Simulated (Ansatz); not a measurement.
# GaSb wire along [111], 26 atoms a period, H-terminated: bands by functional

Wanted: the relaxed geometry and the bands of the GaSb wire along [111], 26 atoms a period, H-terminated.

Calculated with Ansatz 0.2.0; DFT PBE, plane waves, PAW; relaxation of a wire's period; PAW set soft_1, in the first sound run; inputs show where later runs differ.

This is a report of a sequence of runs, with most program output left out.

### 1. Starting point

The cell holds 56 atoms: 13 Ga, 13 Sb and 30 H. Its edges and angles: a = 18.440 Å, b = 17.545 Å, c = 10.756 Å, α = 90.0°, β = 90.0°, γ = 90.0°. Vacuum lies along a and b. The structure's axis is c.

### 2. The relaxed wire

Band widths follow the bond lengths, so the wire is relaxed first. The atoms and the third cell vector are free; the box across stays fixed as vacuum. A Fermi-Dirac smearing is set since the result may be a metal. The pressure printed is a third of the stress's trace over the whole box, vacuum included; only the stress along the axis is relaxed.

Input file input.yaml:

```yaml
crystal:
  lattice:
    - [18.44, 0.0, 0.0]
    - [0.0, 17.545, 0.0]
    - [0.0, 0.0, 10.756035515]
  atoms:
    - { symbol: Ga, position: [0.380934684, 0.423189522, 0.0] }
    - { symbol: Ga, position: [0.619065547, 0.423189522, 0.0] }
    - { symbol: Sb, position: [0.380934684, 0.423189522, 0.25] }
    - { symbol: Sb, position: [0.500000115, 0.639936905, 0.25] }
    - { symbol: Sb, position: [0.619065547, 0.423189522, 0.25] }
    - { symbol: H, position: [0.310974565, 0.610139709, 0.284368576] }
    - { symbol: H, position: [0.500000115, 0.266036531, 0.284368576] }
    - { symbol: H, position: [0.689025666, 0.610139709, 0.284368576] }
[... 44 atom lines left out ...]
    - { symbol: H, position: [0.696553021, 0.231671723, 0.970899784] }
    - { symbol: H, position: [0.738130978, 0.589477739, 0.970899784] }
    - { symbol: H, position: [0.815618452, 0.448419105, 0.970899784] }
    - { symbol: Ga, position: [0.500000115, 0.639936905, 0.0] }
kpoints:
  mp_grid: { grid: [1, 1, 8] }
scf:
  occupations: { method: fermi_dirac, width: 0.05 }
hamiltonian:
  xc: pbe
  pseudopotentials: { kind: paw, azcp: { folder: soft_1 } }
relax:
  cell: { fix: [a, b, alpha, beta, gamma] }
  max_steps: 45
  f_tol: 0.03
```

Run with:

```sh
> ansatz run input.yaml --threads 8 --pin off --max-ram 16384MiB --backend cpu --events-out ev --progress --plain --runs-dir out
```

It took 8.3 min on 8 threads of Arm Neoverse V2, shared host; peak memory 11 GiB.

The steps of the relaxation:

```
step  energy less that of the first step (eV)  largest force component (eV/Å)  pressure (GPa)  volume (Å³)
   1                                   0.0000                          0.9839           -0.18      3479.90
   2                                  -2.2598                          0.6653           -0.06      3478.88
   3                                  -2.7124                          0.1868           -0.03      3460.79
   4                                  -2.8965                          0.0813           -0.04      3450.82
   5                                  -2.9414                          0.1374           -0.05      3442.35
   6                                  -2.9563                          0.0439           -0.01      3448.98
   7                                  -2.9609                          0.0287            0.00      3450.33
  8*                                  -2.9576                          0.0287            0.00      3450.33
```

Relaxation steps marked * repeat the geometry before them on a plane-wave basis chosen anew for their cell, so energy and pressure can jump there.

Forces are held to the 2 operations that the run works with; a distortion that breaks them can't arise in this run.

```
cell as run  before   after  change
      c (Å)  10.756  10.665  -0.8 %
```

The atoms that moved most (Å, along periodic axes as changes of fractional coordinates times the final cell, across vacuum about the mean position):

```
atom      dx      dy     dz  length
 H25  -0.452  -0.311  0.199   0.584
 H22   0.452  -0.311  0.199   0.584
 H21  -0.494  -0.236  0.196   0.582
 H26   0.494  -0.236  0.196   0.582
 H29   0.043   0.544  0.196   0.580
 H18  -0.043   0.544  0.196   0.580
 H52  -0.214   0.386  0.182   0.477
 H47   0.214   0.386  0.182   0.477
```

Numbers from this step:

```
cell length along the wire : 10.66 Å
```

The cell's length comes to 10.665 Å with spin left out.

### 3. Bands of the perfect wire

This step: DFT PBE, plane waves, PAW; bands of a perfect wire; PAW set soft_1 (Ansatz 0.2.0).

At the relaxed period the bands are computed along the axis; those that cross an energy going forward count the channels that a perfect wire would open there.

Input file input.yaml:

```yaml
crystal:
  lattice:
    - [18.44, 0.0, 0.0]
    - [0.0, 17.545, 0.0]
    - [0.0, 0.0, 10.6646449077]
  atoms:
    - { symbol: Ga, position: [0.383433476, 0.424784999, 0.008775744] }
    - { symbol: Ga, position: [0.616566524, 0.424784999, 0.008775744] }
    - { symbol: Sb, position: [0.388710737, 0.427905906, 0.257985157] }
    - { symbol: Sb, position: [0.5, 0.630522625, 0.257947847] }
    - { symbol: Sb, position: [0.611289263, 0.427905906, 0.257985157] }
    - { symbol: H, position: [0.307848972, 0.611998269, 0.279775015] }
    - { symbol: H, position: [0.5, 0.262220344, 0.279767547] }
    - { symbol: H, position: [0.692151028, 0.611998269, 0.279775015] }
[... 44 atom lines left out ...]
    - { symbol: H, position: [0.701467154, 0.248021138, 0.969845611] }
    - { symbol: H, position: [0.750446723, 0.567987817, 0.9879473] }
    - { symbol: H, position: [0.804608202, 0.435834861, 0.969931527] }
    - { symbol: Ga, position: [0.5, 0.636990484, 0.008720676] }
kpoints:
  mp_grid: { grid: [1, 1, 8] }
  band_path: { path: ["Γ", Z], npoints: 90 }
scf:
  occupations: { method: fermi_dirac, width: 0.05 }
hamiltonian:
  xc: pbe
  pseudopotentials: { kind: paw, azcp: { folder: soft_1 } }
output:
  dos: { e_range: [-5, 4] }
  write_potential: true
  write_density: true
  volumetric_format: npy
```

It took 27 min on 8 threads; peak memory 13 GiB; 3.5 h of CPU time.

Numbers from this step:

```
band gap : 2.082 eV
```

Electronic bands along the path, in eV, zero at the Fermi level; v1 is the highest filled band, c1 the lowest empty one:

```
  point     v4     v3     v2     v1    c1    c2    c3    c4
      Γ  -1.52  -1.50  -1.50  -1.03  1.05  1.34  1.61  1.61
halfway  -1.51  -1.48  -1.48  -1.31  1.19  1.37  1.38  1.38
      Z  -1.54  -1.50  -1.50  -1.50  1.19  1.19  1.38  1.39
```

The gap is 2.08 eV, with spin left out.

On this path the gap is direct, 2.08 eV, with the valence top at Γ and the conduction bottom at Γ.

### 4. Levels at the same atoms, cutoff 500 eV, k-mesh 1×1×6

This step: DFT r2SCAN, plane waves, PAW; bands of a perfect wire at the PBE geometry; PAW set soft_1 (Ansatz 0.2.0).

The atoms stay at the PBE geometry and the functional changes. r2SCAN also reads the kinetic-energy density; it often gives larger moments and wider gaps than PBE, at a higher cost. Against the first PBE run of this kind, the cutoff is 500 eV against 420 and the mesh along the wire has 6 points against 8.

input.yaml: that of step 3 with these lines changed.

```diff
@@ -63,3 +63,3 @@
 kpoints:
-  mp_grid: { grid: [1, 1, 8] }
+  mp_grid: { grid: [1, 1, 6] }
   band_path: { path: ["Γ", Z], npoints: 90 }
@@ -68,8 +68,3 @@
 hamiltonian:
-  xc: pbe
+  xc: r2scan
   pseudopotentials: { kind: paw, azcp: { folder: soft_1 } }
-output:
-  dos: { e_range: [-5, 4] }
-  write_potential: true
-  write_density: true
-  volumetric_format: npy
```

Run time: 41 min. Hardware: 8 threads; peak memory 14 GiB; 5.3 h of CPU time.

Numbers from this step:

```yaml
band_gap: 2.394 eV
```

Electronic bands along the path, in eV, zero at the Fermi level; v1 is the highest filled band, c1 the lowest empty one:

```
  point     v4     v3     v2     v1    c1    c2    c3    c4
      Γ  -1.70  -1.68  -1.68  -1.19  1.21  1.52  1.75  1.75
halfway  -1.70  -1.66  -1.66  -1.47  1.34  1.53  1.53  1.54
      Z  -1.73  -1.69  -1.68  -1.68  1.34  1.34  1.51  1.55
```

The gap is 2.39 eV, against 2.08 eV under PBE at the relaxed period.

### 5. Summary of results

```json
{
  "cell length, PBE": "10.66 Å",
  "gap, PBE": "2.08 eV",
  "gap, r2SCAN": "2.39 eV"
}
```

Under PBE the cell's length is 10.66 Å, and a gap of 2.08 eV makes it a semiconductor. At the relaxed period the wire is gapped under every functional, from 2.08 eV (PBE) to 2.39 eV (r2SCAN). Weak screening in one dimension makes quasiparticle gaps larger than the semilocal gaps, as a rule. Plain hydrogen on a compound's surface is a simple closure: it may leave surface states, and facets that end in unlike atoms put a field across the wire, both of which shrink the gap. Spin-orbit coupling is left out, which matters for the bands of heavy atoms.

[Logs are printed without paths, hosts, clocks, repeated set-up lines and the standing remarks that a program may print on its own settings, such as how far it seeks lower states.]

[Hosts, paths, dates, database ids (printed as entryN), source tags and the programs' standing remarks are cut or masked in the printed files.]
